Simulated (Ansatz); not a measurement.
# Work function of Rh(110): what the settings cost and change

How far do cutoff, k-mesh and smearing move the work function of Rh(110)?

Main program and level: Ansatz 0.2.0; plane-wave DFT, PBE, Ansatz PAW.

Experimental background.

For Rh (clean (110) face, a compiled value), “Anisotropic work function of elemental crystals” (2019, arxiv:1902.07811) quotes earlier work: work function (clean (110) face, a compiled value) 4.86 eV.

## (1) The starting structure

The cell holds 7 atoms: 7 Rh. Its edges and angles: a = 3.800 Å, b = 2.687 Å, c = 26.061 Å, α = 90.0°, β = 90.0°, γ = 90.0°. Vacuum lies along c.

## (2) Run, setting cutoff 200 eV

A work function rests on the faint tail of the density, so the SCF threshold is tight. The cutoff is raised first; then mesh and smearing are varied at the default cutoff.

input.yaml reads:

```yaml
crystal:
  lattice:
    - [3.8, 0.0, 0.0]
    - [0.0, 2.6870057685, 0.0]
    - [0.0, 0.0, 26.0610173055]
  atoms:
    - { symbol: Rh, position: [0.0, 0.0, 0.3453433876] }
    - { symbol: Rh, position: [0.5, 0.5, 0.3968955917] }
    - { symbol: Rh, position: [0.0, 0.0, 0.4484477959] }
    - { symbol: Rh, position: [0.5, 0.5, 0.5] }
    - { symbol: Rh, position: [0.0, 0.0, 0.5515522041] }
    - { symbol: Rh, position: [0.5, 0.5, 0.6031044083] }
    - { symbol: Rh, position: [0.0, 0.0, 0.6546566124] }
kpoints:
  mp_grid: { grid: [11, 15, 1] }
hamiltonian:
  xc: pbe
scf:
  occupations: { method: fermi_dirac, width: 0.1 }
  convergence: { dr2_threshold: 1.0e-09 }
efield:
  axis: 3
  dipole_correction: true
  ramp_position: 0.97
  ramp_width: 0.06
basis:
  ecutwfc: "200 eV"
output:
  write_potential: true
  write_density: true
  volumetric_format: npy
  elf: true
```

Launch:

```bash
$ ansatz run input.yaml --threads 2 --pin off --max-ram 3072MiB --backend cpu --events-out ev --progress --plain --runs-dir out
```

Numbers of over 12 decimals in the logs are rounded to 6 here.

Output:

```text
Warning: basis.ecutwfc = 200 eV is below the records' recommended 420 eV, and the density's cutoff is lower with it unless basis.ecutrho_ratio is high enough to keep the records' density cutoff: compare with a run at a higher cutoff
Engine: ansatz 0.2.0, aarch64-unknown-linux-gnu
Pseudopotentials: kind: paw
Pseudopotential: Rh, paw, valence charge 17, recommended cutoff 420 eV (normal), Rh.paw.azcp
Functional definition: PBE
  parameter kappa = 0.804
  parameter beta = 0.066725
  exchange = pbe_x(kappa = kappa, mu = beta*pi^2/3)
  correlation = pbe_c(beta = beta)
Crystal: 7 atoms, lattice volume = 266.099 Å³
Basis set: ecut = 200 eV, 1719 PW (Γ)
Bands: 72, of which v1, the nominal top of the filled ones, is band 60 counted from 1 (59 counted from 0)
Symmetry: 4 space group operations
k-points: 48 of 165
Non-local potential: Rh, projectors of the file, l = 0: 3, l = 1: 2, l = 2: 2, l = 3: 1
PAW form: soft (Blöchl's): semilocal exchange-correlation on the pseudo side does not see the compensation charge
PAW one-centre angular grid: Rh, 590 points (default); XC on 64 Gauss nodes
Initial density: superposition of atomic densities (neutral atoms: chi_scale 0, normalization atom), corrected by the library's trained network
Initial wavefunctions: pseudopotential atomic-orbital guess
Functional: x = pbe(κ = 0.804, μ = 0.219515), c = pbe(β = 0.066725)
SCF iter   1: F=—  HF=-44747.773846 eV  |F-HF|=—  |Δ(HF+E_count)|=         —  Δρ=1.17e-1  dr2=2.07e1  ethr=1.77e-3  p=0.000 e·Å  D=8.61e-14 V/Å  ΔV_dip=-0.00 eV  dr2_dipole=5.98e-8  V_vac-E_F(+/−)=3.54/3.54 eV  ⟨swp⟩=7.4  Hψ=14600  notcnv=0  defer=26
efield: sawtooth ramp at fractional position 0.9700 (set: `efield.ramp_position`, or a place that a band, a saddle search or an elastic batch's reference lends), width 0.0600; the density the first Hamiltonian is built on has a dipole p = 0.000 e·Å; the dipole correction subtracts the counter field D = 8.61e-14 V/Å, which shifts the + side's vacuum level by -0.00 eV against the − side's; the planar-averaged density in the ramp window peaks in size at 2.7e-5 e/Å³
preconditioner: auto → LDOS  [metal: Δε(μ)=0.016 eV  Ē_g=5.242 eV  σ=0.100 eV  W_gap=0.04  n_scr=54 (ndim 8)  ℏωp=18.1 eV  f_vac=0.578  D(μ)=11.82/eV (n_scr^D=86)  β→1.0]
SCF iter   2: F=—  HF=-44747.035567 eV  |F-HF|=—  |Δ(HF+E_count)|=   7.38e-1  Δρ=9.19e-2  dr2=2.09e1  ethr=1.77e-3  p=-0.000 e·Å  D=-4.70e-6 V/Å  ΔV_dip=0.00 eV  dr2_dipole=1.49e-6  V_vac-E_F(+/−)=5.51/5.51 eV  ⟨swp⟩=3.4  Hψ=9481  notcnv=0  defer=41
SCF iter   3: F=—  HF=-44740.858553 eV  |F-HF|=—  |Δ(HF+E_count)|=    6.18e0  Δρ=9.40e-3  dr2=4.87e-1  ethr=1.77e-3  p=0.000 e·Å  D=1.12e-5 V/Å  ΔV_dip=-0.00 eV  dr2_dipole=2.01e-8  V_vac-E_F(+/−)=5.28/5.29 eV  ⟨swp⟩=3.0  Hψ=8121  notcnv=0  defer=76
SCF iter   4: F=—  HF=-44740.808753 eV  |F-HF|=—  |Δ(HF+E_count)|=   4.98e-2  Δρ=3.59e-3  dr2=4.39e-2  ethr=4.09e-4  p=0.000 e·Å  D=1.93e-6 V/Å  ΔV_dip=-0.00 eV  dr2_dipole=5.87e-10  V_vac-E_F(+/−)=5.25/5.25 eV  ⟨swp⟩=2.2  Hψ=5850  notcnv=0  defer=59
SCF iter   5: F=—  HF=-44740.802782 eV  |F-HF|=—  |Δ(HF+E_count)|=   5.97e-3  Δρ=1.25e-3  dr2=1.50e-2  ethr=3.69e-5  p=0.000 e·Å  D=5.13e-6 V/Å  ΔV_dip=-0.00 eV  dr2_dipole=1.92e-8  V_vac-E_F(+/−)=5.32/5.33 eV  ⟨swp⟩=2.1  Hψ=5310  notcnv=0  defer=59
SCF iter   6: F=—  HF=-44740.801693 eV  |F-HF|=—  |Δ(HF+E_count)|=   1.09e-3  Δρ=6.65e-4  dr2=6.44e-3  ethr=1.26e-5  p=-0.000 e·Å  D=-4.19e-7 V/Å  ΔV_dip=0.00 eV  dr2_dipole=4.18e-9  V_vac-E_F(+/−)=5.33/5.33 eV  ⟨swp⟩=2.0  Hψ=4862  notcnv=0  defer=59
SCF iter   7: F=—  HF=-44740.801179 eV  |F-HF|=—  |Δ(HF+E_count)|=   5.14e-4  Δρ=2.28e-4  dr2=4.01e-4  ethr=5.41e-6  p=0.000 e·Å  D=3.47e-7 V/Å  ΔV_dip=-0.00 eV  dr2_dipole=2.58e-9  V_vac-E_F(+/−)=5.33/5.33 eV  ⟨swp⟩=1.8  Hψ=4069  notcnv=0  defer=59
SCF iter   8: F=—  HF=-44740.801265 eV  |F-HF|=—  |Δ(HF+E_count)|=   8.63e-5  Δρ=6.63e-5  dr2=1.97e-5  ethr=3.37e-7  p=0.000 e·Å  D=2.06e-7 V/Å  ΔV_dip=-0.00 eV  dr2_dipole=5.83e-13  V_vac-E_F(+/−)=5.33/5.33 eV  ⟨swp⟩=2.0  Hψ=5012  notcnv=0  defer=59
SCF iter   9: F=—  HF=-44740.801340 eV  |F-HF|=—  |Δ(HF+E_count)|=   7.50e-5  Δρ=1.25e-5  dr2=5.81e-7  ethr=1.65e-8  p=-0.000 e·Å  D=-1.25e-7 V/Å  ΔV_dip=0.00 eV  dr2_dipole=5.18e-11  V_vac-E_F(+/−)=5.33/5.33 eV  ⟨swp⟩=2.9  Hψ=7308  notcnv=0  defer=59
SCF iter  10: F=—  HF=-44740.801350 eV  |F-HF|=—  |Δ(HF+E_count)|=   9.38e-6  Δρ=2.94e-6  dr2=1.82e-8  ethr=4.88e-10  p=-0.000 e·Å  D=-3.50e-8 V/Å  ΔV_dip=0.00 eV  dr2_dipole=5.11e-11  V_vac-E_F(+/−)=5.33/5.33 eV  ⟨swp⟩=3.1  Hψ=7687  notcnv=0  defer=59
SCF iter  11: F=—  HF=-44740.801350 eV  |F-HF|=—  |Δ(HF+E_count)|=   1.60e-7  Δρ=9.50e-7  dr2=1.90e-9  ethr=1.53e-11  p=-0.000 e·Å  D=-6.64e-8 V/Å  ΔV_dip=0.00 eV  dr2_dipole=3.62e-12  V_vac-E_F(+/−)=5.33/5.33 eV  ⟨swp⟩=3.0  Hψ=7959  notcnv=0  defer=59
SCF iter  12: F=-44740.801350 eV  HF=-44740.801350 eV  |F-HF|=1.38e-10  |Δ(HF+E_count)|=   1.58e-8  Δρ=3.07e-7  dr2=4.63e-10  ethr=1.00e-12  p=0.000 e·Å  D=1.22e-8 V/Å  ΔV_dip=-0.00 eV  dr2_dipole=2.31e-12  V_vac-E_F(+/−)=5.33/5.33 eV  ⟨swp⟩=10.6  Hψ=10329  notcnv=0
WARN: efield: at this solve's end the planar-averaged density reaches 9.65e-5 e/Å³ inside the ramp window [0.9316, 0.0684] (bound 1e-5 e/Å³), and 7.11e-5 e/Å³ on another of its planes; the window's nearer edge stands 7.22 Å from this solve's nearest atom along the axis. Its work functions, free energy, forces, stress, dipole, levels and responses can be off, and this figure does not tell by how much. A short vacuum, a low `basis.ecutwfc` or `basis.ecutrho_ratio` and negative occupations (`scf.occupations.method`) can put density there. See the manual's quickstart, § The vacuum guard
SCF 1 converged in 12 iterations: F = -44740.801350 eV  dr2 = 4.63e-10
  greatest PAW one-centre occupation: 1.055 electrons in one spin orbital (limit 2), on the Rh atom at site 0 (counted from 0), in its partial waves of l = 1
WARN: The output density's exchange-correlation potential varies sharply where the density is thin. Do not read a vacuum level from v_tot or v_xc, or from such a field of the output density. On a cell that repeats whose density bears no net charge and no dipole along the vacuum's axis use v_es (v_loc + v_h of the components); under efield.dipole_correction with no amplitude use v_es + v_field, which holds any externa [...]
SCF converged after 12 iterations
Free energy (F): -44740.801350 eV
Harris-Foulkes:  -44740.801350 eV  (|F-HF|=1.38e-10)
Internal energy: -44740.325097 eV  (E = F + TS)
E sigma→0 (E₀):  -44740.563224 eV
Entropy (-TS):   -0.476253 eV (-68.036 meV/atom)
Fermi energy:    4.750152 eV
Dipole field:    D = 0.000002 V/Å  (p = 0.000003 e·Å, saw-weighted, corrected)
Work function:   Φ+ = 5.3290 eV (in doubt: plateau slope 2.9e-2 eV/Å)   Φ− = 5.3332 eV (in doubt: plateau slope 2.6e-2 eV/Å)
Levels:          The Fermi level and band energies are counted from a zero that moves with the ramp; work functions are not
Vacuum region:   at the solve's end the planar-averaged density reaches 9.65e-5 e/Å³ inside the ramp window [0.9316, 0.0684] (bound 1e-5 e/Å³), and 7.11e-5 e/Å³ on another of its planes
--- Per-component energies (eV) ---
  E_band       = -2730.219230
  E_kinetic    = 4204.756883
  E_local      = -234348.736411  (includes V_loc(G=0)·N_el)
  E_nonlocal   = 2204.366151
  E_hartree    = 114490.233850
  E_xc         = -1588.558351
  E_vxc        = -1995.935468  (∫ρ·V_xc dr)
  E_paw        = -25003.188775  (= ΣΔE_a)
  E_vpaw       = -1775.143699  (= ΣTr[D̂ρ^β])
  E_aug_tail   = 0.002182  (compensation charges beyond the density's cutoff)
  E_efield     = 0.000000  (sawtooth field / dipole correction)
  E_vefield    = 0.000000  (∫n·V_field dr)
  E_ewald      = 95300.799374
  E_smearing   = -0.476253  (= −TS)
  E_closure    = 0.000000  (closes the sum)
  Σ components = -44740.801350   (vs F -44740.801350, Δ=0.00e0)
--- Band table (eV; the first three rows and the last of 48) ---
  k-point 0: bands = [... 56 lower, 4.1862, 4.3771, 4.5086, 4.5967, 4.6159, 4.7763, 4.8812, 5.0860, ... 8 higher]
  k-point 1: bands = [... 56 lower, 4.2106, 4.2915, 4.3310, 4.5407, 4.7041, 4.7130, 4.7863, 4.9795, ... 8 higher]
  k-point 2: bands = [... 56 lower, 4.0585, 4.1843, 4.4220, 4.5074, 4.6129, 4.6502, 4.7367, 4.9818, ... 8 higher]
  k-point 47: bands = [... 56 lower, 5.0484, 5.2162, 5.2463, 5.2873, 5.2937, 5.3362, 5.4309, 7.0323, ... 8 higher]
```

It took 82 s on 2 threads of Arm Neoverse N1, shared host; peak memory 0.54 GiB; 2.1 min of CPU time.

This step gave:

* energy at zero smearing: -44740.5632 eV
* work function, upper face: 5.329 eV

Running mean over 1.344 Å of the planar mean; the ramp of the sawtooth is left out. Table of electron's electrostatic potential energy less the Fermi level by z:

z (Å), electron's electrostatic potential energy less the Fermi level (eV) and a bar from the least value:
```
      3.5        5.2 ##############################
      4.0        5.2 ##############################
      4.5        5.2 ##############################
      5.0        5.1 ##############################
      5.5        5.1 ##############################
      6.0        5.0 ##############################
      6.5        4.9 #############################
      7.0        4.6 #############################
      7.5        3.7 ###########################
      8.0        0.0 #####################
      8.5       -6.6 ###########
      9.0      -11.3 ###
      9.5      -12.5 #
     10.0      -12.8 
     10.5      -12.9 
     11.0      -13.0 
     11.5      -13.0 
     12.0      -13.0 
     12.5      -13.1 
     13.0      -13.0 
     13.5      -13.1 
     14.0      -13.0 
     14.5      -13.0 
     15.0      -13.0 
     15.5      -13.0 
     16.0      -12.8 
     16.5      -12.6 #
     17.0      -11.5 ##
     17.5       -7.4 #########
     18.0       -0.8 ####################
     18.5        3.4 ###########################
     19.0        4.5 #############################
     19.5        4.9 #############################
     20.0        5.0 ##############################
     20.5        5.1 ##############################
     21.0        5.1 ##############################
     21.5        5.2 ##############################
     22.0        5.2 ##############################
     22.5        5.2 ##############################
```

ELF in the ca plane at fractional y = 0.000, with atoms of Rh within 0.2 Å of it. It is the smooth field of the valence electrons, not physical close to the nuclei.

Ten even steps from '0' (0.00) to '9' (0.80), each cell a mean:
```
00001268986223799732258985224799731000000000
00001136763232476423236752232577521000000000
00000112323333222233322222333222210000000000
00000011134334312343342124334321100000000000
00000000123333211233331123333310000000000000
00000011134333311333332123333321100000000000
00000011223334211343332123334321110000000000
00000124542332355323224542332355311000000000
00001258874222688622248874223788621000000000
00001269996324899843369996235899841000000000
```
Columns run along c (16.0 Å, from fractional 0.23 to 0.85 of the cell), rows up along a (3.8 Å). Atoms in or near the plane, at fractional coordinates: Rh at (0.35, 0.00), Rh at (0.45, 0.00), Rh at (0.55, 0.00), Rh at (0.65, 0.00).

Electrostatic potential energy in the ca plane at fractional y = 0.000, with atoms of Rh within 0.2 Å of it. With pseudopotentials it is smooth inside the atoms' cores, unlike the true potential.

Ten even steps from '0' (-81 eV) to '9' (10 eV), each cell a mean:
```
99999851015997200379850016997200389999999999
99999985458998644699975458998644799999999999
99999998889999988999998889999988999999999999
99999999999999999999999999999999999999999999
99999999999999999999999999999999999999999999
99999999999999999999999999999999999999999999
99999999999999999999999999999999999999999999
99999987678999866899987678999866899999999999
99999962126998411489862137998411589999999999
99999840004897100279840005896100279999999999
```
Columns run along c (16.0 Å, from fractional 0.23 to 0.85 of the cell; values clipped at the 3rd and 97th percentile), rows up along a (3.8 Å). Atoms in or near the plane, at fractional coordinates: Rh at (0.35, 0.00), Rh at (0.45, 0.00), Rh at (0.55, 0.00), Rh at (0.65, 0.00).

Valence density in the ca plane at fractional y = 0.000, with atoms of Rh within 0.2 Å of it. It is the smooth field of the valence electrons, not physical close to the nuclei.

Ten even steps from '0' (0 e/Å³) to '9' (13 e/Å³), each cell a mean:
```
00000015751000377300026751001476300000000000
00000002220000122100002210000122100000000000
00000000000000000000000000000000000000000000
00000000000000000000000000000000000000000000
00000000000000000000000000000000000000000000
00000000000000000000000000000000000000000000
00000000000000000000000000000000000000000000
00000001110000011000001110000011000000000000
00000014531000255200014531000254200000000000
00000027972001498400027962001598400000000000
```
Columns run along c (16.0 Å, from fractional 0.23 to 0.85 of the cell), rows up along a (3.8 Å). Atoms in or near the plane, at fractional coordinates: Rh at (0.35, 0.00), Rh at (0.45, 0.00), Rh at (0.55, 0.00), Rh at (0.65, 0.00).

The work function is 5.329 eV. The program marks this work function as in doubt.

## (3) Slab

Edit input.yaml of step 2 so:

```diff
@@ -26,3 +26,3 @@
 basis:
-  ecutwfc: "200 eV"
+  ecutwfc: "300 eV"
 output:
@@ -31,2 +31 @@
   volumetric_format: npy
-  elf: true
```

Output:

```text
[...]
Crystal: 7 atoms, lattice volume = 266.099 Å³
Basis set: ecut = 300 eV, 3181 PW (Γ)
Bands: 72, of which v1, the nominal top of the filled ones, is band 60 counted from 1 (59 counted from 0)
Symmetry: 4 space group operations
k-points: 48 of 165
[...]
k-point 0: bands = [... 56 lower, 4.3377, 4.3628, 4.4710, 4.8379, 5.0668, 5.1669, 5.4877, 5.5334, ... 8 higher]
  k-point 1: bands = [... 56 lower, 4.2253, 4.4565, 4.5664, 4.7738, 5.1108, 5.2705, 5.2830, 5.4190, ... 8 higher]
  k-point 2: bands = [... 56 lower, 4.3172, 4.5136, 4.6085, 4.6514, 5.1490, 5.1597, 5.1986, 5.2236, ... 8 higher]
  k-point 47: bands = [... 56 lower, 5.4545, 5.5319, 5.5913, 5.6548, 5.6698, 5.8189, 5.8645, 6.8643, ... 8 higher]
[key lines of the parts left out:]
SCF converged after 10 iterations
Free energy (F): -44816.105312 eV
Fermi energy:    5.105376 eV
Dipole field:    D = 0.000000 V/Å  (p = 0.000000 e·Å, saw-weighted, corrected)
Work function:   Φ+ = 4.6850 eV   Φ− = 4.6851 eV
```

The job ended after 1.8 min (2 threads; peak memory 0.78 GiB).

The work function is 4.685 eV, -0.644 eV from the run “cutoff 200 eV”, at 1.3 times its CPU time.

## (4) Slab

Edit input.yaml of step 3 so:

```diff
@@ -26,3 +26,3 @@
 basis:
-  ecutwfc: "300 eV"
+  ecutwfc: "420 eV"
 output:
```

Output:

```text
[...]
Crystal: 7 atoms, lattice volume = 266.099 Å³
Basis set: ecut = 420 eV, 5247 PW (Γ)
Bands: 72, of which v1, the nominal top of the filled ones, is band 60 counted from 1 (59 counted from 0)
Symmetry: 4 space group operations
k-points: 48 of 165
[...]
k-point 0: bands = [... 56 lower, 4.3476, 4.3782, 4.4835, 4.8396, 5.0759, 5.1830, 5.4849, 5.5316, ... 8 higher]
  k-point 1: bands = [... 56 lower, 4.2384, 4.4699, 4.5754, 4.7792, 5.1143, 5.2755, 5.2933, 5.4185, ... 8 higher]
  k-point 2: bands = [... 56 lower, 4.3325, 4.5196, 4.6170, 4.6624, 5.1533, 5.1642, 5.2037, 5.2289, ... 8 higher]
  k-point 47: bands = [... 56 lower, 5.4598, 5.5394, 5.6004, 5.6632, 5.6748, 5.8242, 5.8685, 6.8377, ... 8 higher]
[key lines of the parts left out:]
SCF converged after 9 iterations
Free energy (F): -44817.208147 eV
Fermi energy:    5.108967 eV
Dipole field:    D = -0.000001 V/Å  (p = -0.000001 e·Å, saw-weighted, corrected)
Work function:   Φ+ = 4.6785 eV   Φ− = 4.6784 eV
```

Run time: 2.5 min. Hardware: 2 threads; peak memory 1.1 GiB; 4 min of CPU time.

The work function is 4.678 eV, -0.651 eV from the run “cutoff 200 eV”, at 1.9 times its CPU time.

## (5) Slab

Edit input.yaml of step 4 so:

```diff
@@ -26,3 +26,3 @@
 basis:
-  ecutwfc: "420 eV"
+  ecutwfc: "600 eV"
 output:
```

Output:

```text
[...]
Crystal: 7 atoms, lattice volume = 266.099 Å³
Basis set: ecut = 600 eV, 8941 PW (Γ)
Bands: 72, of which v1, the nominal top of the filled ones, is band 60 counted from 1 (59 counted from 0)
Symmetry: 4 space group operations
k-points: 48 of 165
[...]
k-point 0: bands = [... 56 lower, 4.3470, 4.3782, 4.4829, 4.8392, 5.0753, 5.1830, 5.4846, 5.5309, ... 8 higher]
  k-point 1: bands = [... 56 lower, 4.2378, 4.4699, 4.5748, 4.7788, 5.1138, 5.2752, 5.2933, 5.4178, ... 8 higher]
  k-point 2: bands = [... 56 lower, 4.3320, 4.5195, 4.6165, 4.6618, 5.1526, 5.1642, 5.2034, 5.2284, ... 8 higher]
  k-point 47: bands = [... 56 lower, 5.4594, 5.5394, 5.6001, 5.6632, 5.6747, 5.8240, 5.8685, 6.8368, ... 8 higher]
[key lines of the parts left out:]
SCF converged after 9 iterations
Free energy (F): -44817.225205 eV
Fermi energy:    5.108540 eV
Dipole field:    D = -0.000001 V/Å  (p = -0.000001 e·Å, saw-weighted, corrected)
Work function:   Φ+ = 4.6786 eV   Φ− = 4.6786 eV
```

The job ended after 4.4 min (2 threads; peak memory 1.7 GiB).

The work function is 4.679 eV, +0.000 eV from the run “cutoff 420 eV”, at 1.7 times its CPU time.

## (6) Run

Edit input.yaml of step 5 so:

```diff
@@ -14,3 +14,3 @@
 kpoints:
-  mp_grid: { grid: [11, 15, 1] }
+  mp_grid: { grid: [2, 3, 1] }
 hamiltonian:
@@ -25,4 +25,2 @@
   ramp_width: 0.06
-basis:
-  ecutwfc: "600 eV"
 output:
```

Output:

```text
[...]
Crystal: 7 atoms, lattice volume = 266.099 Å³
Basis set: ecut = 420 eV, 5247 PW (Γ)
Bands: 72, of which v1, the nominal top of the filled ones, is band 60 counted from 1 (59 counted from 0)
Symmetry: 4 space group operations
k-points: 4 of 6
[...]
k-point 0: bands = [... 56 lower, 4.2959, 4.3750, 4.4989, 4.8233, 5.0892, 5.1692, 5.4392, 5.5659, ... 8 higher]
  k-point 1: bands = [... 56 lower, 4.9104, 5.1054, 5.2381, 5.3197, 5.3502, 5.3833, 5.4888, 5.4963, ... 8 higher]
  k-point 2: bands = [... 56 lower, 4.7122, 5.0321, 5.0468, 5.2869, 5.2878, 5.3888, 5.5031, 5.5110, ... 8 higher]
  k-point 3: bands = [... 56 lower, 4.5265, 4.6223, 4.8719, 4.9487, 5.0074, 5.2150, 5.4237, 6.5553, ... 8 higher]
[key lines of the parts left out:]
SCF converged after 11 iterations
Free energy (F): -44815.387556 eV
Fermi energy:    5.112186 eV
Dipole field:    D = 0.000001 V/Å  (p = 0.000001 e·Å, saw-weighted, corrected)
Work function:   Φ+ = 4.6950 eV   Φ− = 4.6951 eV
```

The job ended after 20 s (2 threads; peak memory 0.48 GiB; 18 s of CPU time).

The work function is 4.695 eV, +0.017 eV from the run “cutoff 420 eV”, at 0.077 times its CPU time.

(Part 1 of 2 ends here.)

[Logs are printed without paths, hosts, clocks, repeated set-up lines and the standing remarks that a program may print on its own settings, such as how far it seeks lower states.]

[Hosts, paths, dates, database ids (printed as entryN), source tags and the programs' standing remarks are cut or masked in the printed files.]

[Maps of the electrostatic potential energy from Ansatz leave out the sawtooth potential of an applied field or a dipole correction, so their vacuum need not be flat; planar profiles and work functions include it.]
